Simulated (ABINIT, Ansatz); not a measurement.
## Lattice dynamics of H4C (I-43m) in two programs

How does H4C (I-43m) vibrate, and is this structure a minimum?

Program: ABINIT 10.8.3. Level of theory: DFT LDA, scalar-relativistic, plane waves, PseudoDojo norm-conserving pseudopotentials. Results are calculated unless marked as measured.

This is a report of a sequence of runs, with most program output left out.

### 1. Starting point

It takes space group I-43m (No. 217, cubic). Conventional cell: a = 4.256 Å, b = 4.256 Å, c = 4.256 Å, α = 90.00°, β = 90.00°, γ = 90.00°. Nearest to H lie 1 C at 1.10 Å. Nearest to C lie 4 H at 1.10 Å. Farther neighbours are not listed.

As a file:

```cif
data_structure
_symmetry_space_group_name_H-M 'I-43m'
_symmetry_Int_Tables_number 217
_cell_length_a 4.2558
_cell_length_b 4.2558
_cell_length_c 4.2558
_cell_angle_alpha 90.000
_cell_angle_beta 90.000
_cell_angle_gamma 90.000
_cell_volume 77.08
loop_
_atom_site_label
_atom_site_type_symbol
_atom_site_symmetry_multiplicity
_atom_site_Wyckoff_symbol
_atom_site_fract_x
_atom_site_fract_y
_atom_site_fract_z
_atom_site_occupancy
H1 H 8 c 0.35075 0.35075 0.35075 1
C1 C 2 a 0.00000 0.00000 0.00000 1
```

### 2. Relaxation

The harmonic expansion needs vanishing forces, and a free crystal bears no stress, so cell and atoms are brought to rest. Stress is more sensitive to the basis than forces are: the last 3 Ha under the cutoff are smoothed with ecutsm, and the cutoff is raised above that of the later runs.

The starting cell comes from a relaxation made beforehand in Ansatz (LDA, PseudoDojo NC).

relax.abi reads:

```
# relaxation
ionmov 2
optcell 2
dilatmx 1.08
ntime 40
tolmxf 1.0d-05
tolvrs 1.0d-14
prtwf 0
prtden 0
chksymtnons 0

# basis, mesh and filling
ecut 46.0
ecutsm 3.0
ngkpt 8 8 8
nshiftk 1
shiftk 0.0 0.0 0.0
istwfk *1
occopt 1
nband 4
nstep 100
diemac 9.0
prtebands 0
prtgsr 0
useylm 1

# cell and atoms
acell 6.964804276 6.964804276 6.964804276
rprim 
    0.5773502692 0.5773502692 0.5773502692
    -0.5773502692 0.5773502692 0.5773502692
    -0.5773502692 -0.5773502692 0.5773502692
ntypat 2
znucl 1 6
natom 5
typat 1 1 1 1 2
xred 
    0.0 0.0 0.2985015971
    0.0 0.7014984029 0.0
    0.7014984029 0.2985015971 0.7014984029
    0.2985015971 0.0 0.0
    0.0 0.0 0.0
pp_dirpath "./pseudo"
pseudos "H.upf, C.upf"
```

Command:

```bash
> OMP_NUM_THREADS=1 mpirun -n 4 abinit relax.abi > relax.log
```

Wall time 29 s (4 MPI ranks of Arm Neoverse V2, shared host).

Relaxation path:

```
step  energy less that of the first step (eV)  largest force (eV/Å)  volume (Å³)
   1                                   0.0000                0.0013        38.54
   2                                   0.0000                0.0004        38.54
   3                                   0.0000                0.0032        38.53
   4                                   0.0000                0.0042        38.52
   5                                   0.0000                0.0063        38.48
   6                                   0.0000                0.0064        38.44
   7                                   0.0000                0.0037        38.40
   8                                   0.0000                0.0009        38.39
   9                                   0.0000                0.0000        38.40
```

```
conventional cell, symmetrised  before  after  change
                         a (Å)   4.256  4.251  -0.1 %
                         b (Å)   4.256  4.251  -0.1 %
                         c (Å)   4.256  4.251  -0.1 %
              volume (Å³/atom)    7.71   7.68  -0.4 %
```

Final coordinates:

```xyz
5
Lattice="2.1253 2.1253 2.1253 -2.1253 2.1253 2.1253 -2.1253 -2.1253 2.1253" Properties=species:S:1:pos:R:3 pbc="T T T"
H    -0.6351   -0.6351    0.6351
H    -1.4902    1.4902    1.4902
H    -0.6351    0.6351    3.6155
H     0.6351    0.6351    0.6351
C     0.0000    0.0000    0.0000
```

Read from the output:

| Property | Result |
| --- | --- |
| volume per atom | 7.680 Å³ |
| pressure | 6.06e-4 GPa |

The volume changes by -0.4 % from the cell with which this run began.

### 3. Ground state

First-order wavefunctions inherit every error of the ground state, hence the very tight tolvrs. The mesh is shifted off Γ, since shifted meshes converge sums over the zone faster.

gs.abi reads:

```
# ground state
tolvrs 1.0d-16
prtden 1
prtwf 1
prtpot 1

# basis, mesh and filling
ecut 37.0
ngkpt 8 8 8
nshiftk 1
shiftk 0.5 0.5 0.5
istwfk *1
occopt 1
nband 4
nstep 100
diemac 9.0
prtebands 0
prtgsr 0
useylm 1

# cell and atoms
acell 6.956343739 6.956343739 6.956343739
rprim 
    0.5773502692 0.5773502692 0.5773502692
    -0.5773502692 0.5773502692 0.5773502692
    -0.5773502692 -0.5773502692 0.5773502692
ntypat 2
znucl 1 6
natom 5
typat 1 1 1 1 2
xred 
    0.0 0.0 0.2988472981
    0.0 0.7011527019 0.0
    0.7011527019 0.2988472981 0.7011527019
    0.2988472981 0.0 0.0
    0.0 0.0 0.0
pp_dirpath "./pseudo"
pseudos "H.upf, C.upf"
```

Command:

```bash
> OMP_NUM_THREADS=1 mpirun -n 4 abinit gs.abi > gs.log
```

Elapsed: 3.6 s, on 4 MPI ranks; 14 s of CPU time.

This step gave:

* pressure: -0.1985 GPa

The cell stands at -0.20 GPa: the relaxation ran with a smoothed and higher cutoff and on another k mesh.

### 4. Empty bands

Empty bands on the ground state's density check that the gap assumed so far is there in this cell.

gap.abi reads:

```
# empty bands on the ground state's density
iscf -2
getden_filepath "gso_DEN"
tolwfr 1.0d-12
nbdbuf 2
prtwf 0

# basis, mesh and filling
ecut 37.0
ngkpt 8 8 8
nshiftk 1
shiftk 0.0 0.0 0.0
istwfk *1
occopt 1
nband 8
nstep 100
diemac 9.0
prtebands 0
prtgsr 0
useylm 1

# cell and atoms
acell 6.956343739 6.956343739 6.956343739
rprim 
    0.5773502692 0.5773502692 0.5773502692
    -0.5773502692 0.5773502692 0.5773502692
    -0.5773502692 -0.5773502692 0.5773502692
ntypat 2
znucl 1 6
natom 5
typat 1 1 1 1 2
xred 
    0.0 0.0 0.2988472981
    0.0 0.7011527019 0.0
    0.7011527019 0.2988472981 0.7011527019
    0.2988472981 0.0 0.0
    0.0 0.0 0.0
pp_dirpath "./pseudo"
pseudos "H.upf, C.upf"
```

Command:

```bash
> OMP_NUM_THREADS=1 mpirun -n 4 abinit gap.abi > gap.log
```

Wall time 3.3 s (4 MPI ranks); 13 s of CPU time.

Read from the output:

* gap on the k-mesh: 7.592 eV

In this cell the gap on the mesh is 7.6 eV, direct, so fixed occupations hold.

### 5. Zone-centre response

The derivative of the wavefunctions by k comes first, since the response to a field is built on it; then the field and the displacements that symmetry doesn't supply are solved at q = 0.

It reads the wavefunctions written in step 3.

dfpt_gamma.abi reads:

```
ndtset 2

# common to the responses
getwfk_filepath "gso_WFK"
kptopt 2
nqpt 1
qpt 0.0 0.0 0.0
asr 0
chneut 0

# d/dk
rfelfd1 2
rfdir1 1 1 1
iscf1 -3
tolwfr1 1.0d-20

# displacements, field
rfphon2 1
rfatpol2 1 5
rfdir2 1 1 1
rfelfd2 3
getddk2 1
tolvrs2 1.0d-10
prtwf2 0
prtpot2 1

# basis, mesh and filling
ecut 37.0
ngkpt 8 8 8
nshiftk 1
shiftk 0.5 0.5 0.5
istwfk *1
occopt 1
nband 4
nstep 100
diemac 9.0
prtebands 0
prtgsr 0
useylm 1

# cell and atoms
acell 6.956343739 6.956343739 6.956343739
rprim 
    0.5773502692 0.5773502692 0.5773502692
    -0.5773502692 0.5773502692 0.5773502692
    -0.5773502692 -0.5773502692 0.5773502692
ntypat 2
znucl 1 6
natom 5
typat 1 1 1 1 2
xred 
    0.0 0.0 0.2988472981
    0.0 0.7011527019 0.0
    0.7011527019 0.2988472981 0.7011527019
    0.2988472981 0.0 0.0
    0.0 0.0 0.0
pp_dirpath "./pseudo"
pseudos "H.upf, C.upf"
```

Command:

```bash
> OMP_NUM_THREADS=1 mpirun -n 4 abinit dfpt_gamma.abi > dfpt_gamma.log
```

Elapsed: 80 s, on 4 MPI ranks.

Read from the output:

```yaml
miss_of_the_charge_sum_rule: 2.62e-4 e
largest_acoustic_frequency_at_the_zone_centre_before_the_sum_rule: 0.7 cm⁻¹
highest_optical_zone_centre_mode_no_lo_to_term: 3055 cm⁻¹
lowest_optical_zone_centre_mode: 208.6 cm⁻¹
mean_high_frequency_dielectric_constant: 2.200
largest_born_charge_in_size_third_of_the_trace: 0.2719 e
```

Born charge (rows field, columns displacement), before the sum rule (e), principal values of the symmetric part by kind of site:

```
atom  atoms with these values      low   middle     high     mean
  H1                        4  -0.0044   0.1042   0.1042   0.0680
  C5                        1  -0.2719  -0.2719  -0.2719  -0.2719
```

In full for C5:

```
-0.2719  0.0000  0.0000
 0.0000 -0.2719  0.0000
 0.0000  0.0000 -0.2719
```

High-frequency dielectric tensor:

```
2.20 0.00 0.00
0.00 2.20 0.00
0.00 0.00 2.20
```

The acoustic modes at Γ come out as far as 0.7 cm⁻¹ from zero, where they should vanish, a small numerical error; the Born charges miss their sum rule by 2.6e-4 e, which is good.

### 6. Phonons on a q mesh

Linear response treats each wavevector of the 4×4×4 mesh in the unit cell; the first-order potentials are kept for the electron-phonon matrix elements.

dfpt_q.abi reads:

```
ndtset 7

# wavevectors
qpt1 0.25 0.0 0.0
qpt2 0.5 0.0 0.0
qpt3 0.5 0.25 0.0
qpt4 0.25 0.25 0.25
qpt5 0.5 0.25 0.25
qpt6 0.25 -0.25 0.25
qpt7 0.5 0.5 0.5

# displacements
getwfk_filepath "gso_WFK"
getwfq_filepath "gso_WFK"
kptopt 3
nqpt 1
rfphon 1
rfatpol 1 5
rfdir 1 1 1
tolvrs 1.0d-10
prtwf 0
prtpot 1

# basis, mesh and filling
ecut 37.0
ngkpt 8 8 8
nshiftk 1
shiftk 0.5 0.5 0.5
istwfk *1
occopt 1
nband 4
nstep 100
diemac 9.0
prtebands 0
prtgsr 0
useylm 1

# cell and atoms
acell 6.956343739 6.956343739 6.956343739
rprim 
    0.5773502692 0.5773502692 0.5773502692
    -0.5773502692 0.5773502692 0.5773502692
    -0.5773502692 -0.5773502692 0.5773502692
ntypat 2
znucl 1 6
natom 5
typat 1 1 1 1 2
xred 
    0.0 0.0 0.2988472981
    0.0 0.7011527019 0.0
    0.7011527019 0.2988472981 0.7011527019
    0.2988472981 0.0 0.0
    0.0 0.0 0.0
pp_dirpath "./pseudo"
pseudos "H.upf, C.upf"
```

Command:

```bash
> OMP_NUM_THREADS=1 mpirun -n 4 abinit dfpt_q.abi > dfpt_q.log
```

The job ended after 29 min (4 MPI ranks).

Read from the output:

```yaml
lowest_mode_on_the_q_mesh_acoustic_ones_at_the_zone_centre_apart: -15.28 cm⁻¹
```

Frequencies (cm⁻¹) before the sum rule at the irreducible wavevectors but Γ, which is solved apart; negative means imaginary. Frequencies by wavevector:

```
  q (fractions)  star  mode 1  mode 2  mode 3  mode 4  mode 13  mode 14  mode 15
       0.25 0 0    12  -15.28   86.56   118.4   179.8     3055     3057     3057
        0.5 0 0     6    9.68   125.3   140.1   163.3     3055     3059     3059
     0.5 0.25 0    24   67.62     118   148.8   152.7     3056     3057     3059
 0.25 0.25 0.25     6   115.8   115.8   118.3   167.1     3057     3057     3058
  0.5 0.25 0.25    12   121.4   123.1   133.9   140.3     3057     3058     3059
0.25 -0.25 0.25     2   119.7   119.7   119.7   164.7     3057     3057     3057
    0.5 0.5 0.5     1   104.4   104.4   104.4   171.1     3059     3059     3059
```

### 7. Interpolated phonon bands

anaddb transforms the dynamical matrices to force constants, with the dipole-dipole part treated apart, and back along the path; points of the mesh come back as solved, but for the sum rule and, in polar crystals, the LO-TO term at Γ; the rest is interpolation.

anaddb.abi reads:

```
ddb_filepath "all_DDB"
output_file "anaddb.abo"
outdata_prefix "anaddb"
ifcflag 1
ngqpt 4 4 4
nqshft 1
q1shft 0.0 0.0 0.0
asr 1
chneut 1
dipdip 1
dipquad 0
quadquad 0
enunit 0
eivec 0
nph1l 62
qph1l 
    5.0d-06 5.0d-06 -5.0d-06 1.0
    0.05 0.05 -0.05 1.0
    0.1 0.1 -0.1 1.0
    0.15 0.15 -0.15 1.0
    0.2 0.2 -0.2 1.0
    0.25 0.25 -0.25 1.0
    0.3 0.3 -0.3 1.0
    0.35 0.35 -0.35 1.0
    0.4 0.4 -0.4 1.0
    0.45 0.45 -0.45 1.0
    0.5 0.5 -0.5 1.0
    0.45 0.45 -0.5 1.0
    0.4 0.4 -0.5 1.0
    0.35 0.35 -0.5 1.0
    0.3 0.3 -0.5 1.0
    0.25 0.25 -0.5 1.0
    0.2 0.2 -0.5 1.0
    0.15 0.15 -0.5 1.0
    0.1 0.1 -0.5 1.0
    0.05 0.05 -0.5 1.0
    0.0 0.0 -0.5 1.0
    0.0 0.0 -0.45 1.0
    0.0 0.0 -0.4 1.0
    0.0 0.0 -0.35 1.0
    0.0 0.0 -0.3 1.0
    0.0 0.0 -0.25 1.0
    0.0 0.0 -0.2 1.0
    0.0 0.0 -0.15 1.0
    0.0 0.0 -0.1 1.0
    0.0 0.0 -0.05 1.0
    2.5d-06 -2.5d-06 -7.5d-06 1.0
    0.025 -0.025 -0.075 1.0
    0.05 -0.05 -0.15 1.0
    0.075 -0.075 -0.225 1.0
    0.1 -0.1 -0.3 1.0
    0.125 -0.125 -0.375 1.0
    0.15 -0.15 -0.45 1.0
    0.175 -0.175 -0.525 1.0
    0.2 -0.2 -0.6 1.0
    0.225 -0.225 -0.675 1.0
    0.25 -0.25 -0.75 1.0
    0.275 -0.175 -0.725 1.0
    0.3 -0.1 -0.7 1.0
    0.325 -0.025 -0.675 1.0
    0.35 0.05 -0.65 1.0
    0.375 0.125 -0.625 1.0
    0.4 0.2 -0.6 1.0
    0.425 0.275 -0.575 1.0
    0.45 0.35 -0.55 1.0
    0.475 0.425 -0.525 1.0
    0.5 0.5 -0.5 1.0
    0.25 -0.25 -0.75 1.0
    0.225 -0.225 -0.725 1.0
    0.2 -0.2 -0.7 1.0
    0.175 -0.175 -0.675 1.0
    0.15 -0.15 -0.65 1.0
    0.125 -0.125 -0.625 1.0
    0.1 -0.1 -0.6 1.0
    0.075 -0.075 -0.575 1.0
    0.05 -0.05 -0.55 1.0
    0.025 -0.025 -0.525 1.0
    0.0 0.0 -0.5 1.0
```

mrgddb.in reads:

```
all_DDB
merged
8
dfpt_gammao_DS2_DDB
dfpt_qo_DS1_DDB
dfpt_qo_DS2_DDB
dfpt_qo_DS3_DDB
dfpt_qo_DS4_DDB
dfpt_qo_DS5_DDB
dfpt_qo_DS6_DDB
dfpt_qo_DS7_DDB
```

Command:

```bash
> mrgddb < mrgddb.in > mrgddb.log
> OMP_NUM_THREADS=1 anaddb anaddb.abi > anaddb.log
```

Wall time 1.1 s (1 thread).

Numbers from this step:

* lowest frequency on the path: -15.30 cm⁻¹

Anaddb, dipole-dipole term. The phonon branches at the labelled points (cm⁻¹):

```
    point  branch 1  branch 2  branch 3  branch 4  branch 12  branch 13  branch 14  branch 15
        Γ         0         0         0       208       2910       3055       3055       3055
  halfway       116       116       118       167       2923       3057       3057       3058
        H       104       104       104       171       2936       3059       3059       3059
  halfway       121       123       134       140       2930       3057       3058       3059
        N        10       125       140       163       2924       3055       3059       3059
  halfway       -15        87       118       180       2917       3055       3057       3057
        Γ         0         0         0       208       2910       3055       3055       3055
  halfway        63        63       140       178       2920       3056       3056       3059
        P       120       120       120       165       2928       3057       3057       3057
  halfway       101       125       145       145       2929       3058       3058       3058
        H       104       104       104       171       2936       3059       3059       3059
jump to P       120       120       120       165       2928       3057       3057       3057
  halfway        65       123       143       158       2926       3056       3058       3059
        N        10       125       140       163       2924       3055       3059       3059
```

The path dips to 15i cm⁻¹.

### 8. Density of states

Sums over the zone need many more wavevectors than were solved, so the interpolation is sampled on a dense mesh.

anaddb.abi reads:

```
ddb_filepath "all_DDB"
output_file "anaddb.abo"
outdata_prefix "anaddb"
ifcflag 1
ngqpt 4 4 4
nqshft 1
q1shft 0.0 0.0 0.0
asr 1
chneut 1
dipdip 1
dipquad 0
quadquad 0
prtdos 2
ng2qpt 15 15 15
dosdeltae 4.5563e-06
ntemper 11
temperinc 100.0
tempermin 0.0
```

Command:

```bash
> OMP_NUM_THREADS=1 anaddb anaddb.abi > anaddb.log
```

Elapsed: 6.1 s, on 1 thread.

Read from the output:

| Item | Value |
| --- | --- |
| share of modes beyond 3i cm⁻¹ on the dense interpolated mesh | 2.00e-4 |

The phonon density of states has structure finer than the step of the table below, so its rows give means over 100 cm⁻¹, whole bins alone (the curve runs from -45.3 to 3075 cm⁻¹). Peaks (cm⁻¹: height): 174.7: 0.0761, 1234.7: 0.0908, 1454.7: 0.0434, 2934.7: 0.0269, 3054.7: 0.139.

Tetrahedra. Table of phonon density of states by wavenumber; means over each step:

```
wavenumber (cm⁻¹)  phonon density of states (1/cm⁻¹/cell)
              100                                  0.0278
              200                                  0.0292
              300                                       0
              400                                       0
              500                                       0
              600                                       0
              700                                       0
              800                                       0
              900                                       0
             1000                                       0
             1100                                       0
             1200                                  0.0206
             1300                                 0.00952
             1400                                 0.00397
             1500                                  0.0160
             1600                                  7.5e-6
             1700                                       0
             1800                                       0
             1900                                       0
             2000                                       0
             2100                                       0
             2200                                       0
             2300                                       0
             2400                                       0
             2500                                       0
             2600                                       0
             2700                                       0
             2800                                       0
             2900                                 0.00930
             3000                                  0.0113
```

### 9. Zone-centre analysis

anaddb reads the merged derivatives, imposes the acoustic sum rule and charge neutrality, and adds the LO-TO term along chosen directions.

anaddb.abi reads:

```
ddb_filepath "gamma_DDB"
output_file "anaddb.abo"
outdata_prefix "anaddb"
asr 1
chneut 1
enunit 2
eivec 1
nph1l 1
qph1l 0.0 0.0 0.0 1.0
dieflag 1
nph2l 3
qph2l 
    1.0 0.0 0.0 0.0
    0.0 0.0 1.0 0.0
    1.0 1.0 1.0 0.0
```

mrgddb.in reads:

```
gamma_DDB
merged
2
dfpt_gammao_DS2_DDB
gso_DDB
```

Command:

```bash
> mrgddb < mrgddb.in > mrgddb.log
> OMP_NUM_THREADS=1 anaddb anaddb.abi > anaddb.log
```

Wall time 0.49 s (1 thread).

Read from the output:

```
mean static dielectric constant      : 2.229
highest mode moved by the LO-TO term : 1245 cm⁻¹
```

(Part 1 of 2 ends here.)

[Host names and launcher messages were left out of these logs when they were recorded.]

[Logs are printed without paths, hosts, clocks, repeated set-up lines and the standing remarks that a program may print on its own settings, such as how far it seeks lower states.]

[Hosts, paths, dates, database ids (printed as entryN), source tags and the programs' standing remarks are cut or masked in the printed files.]
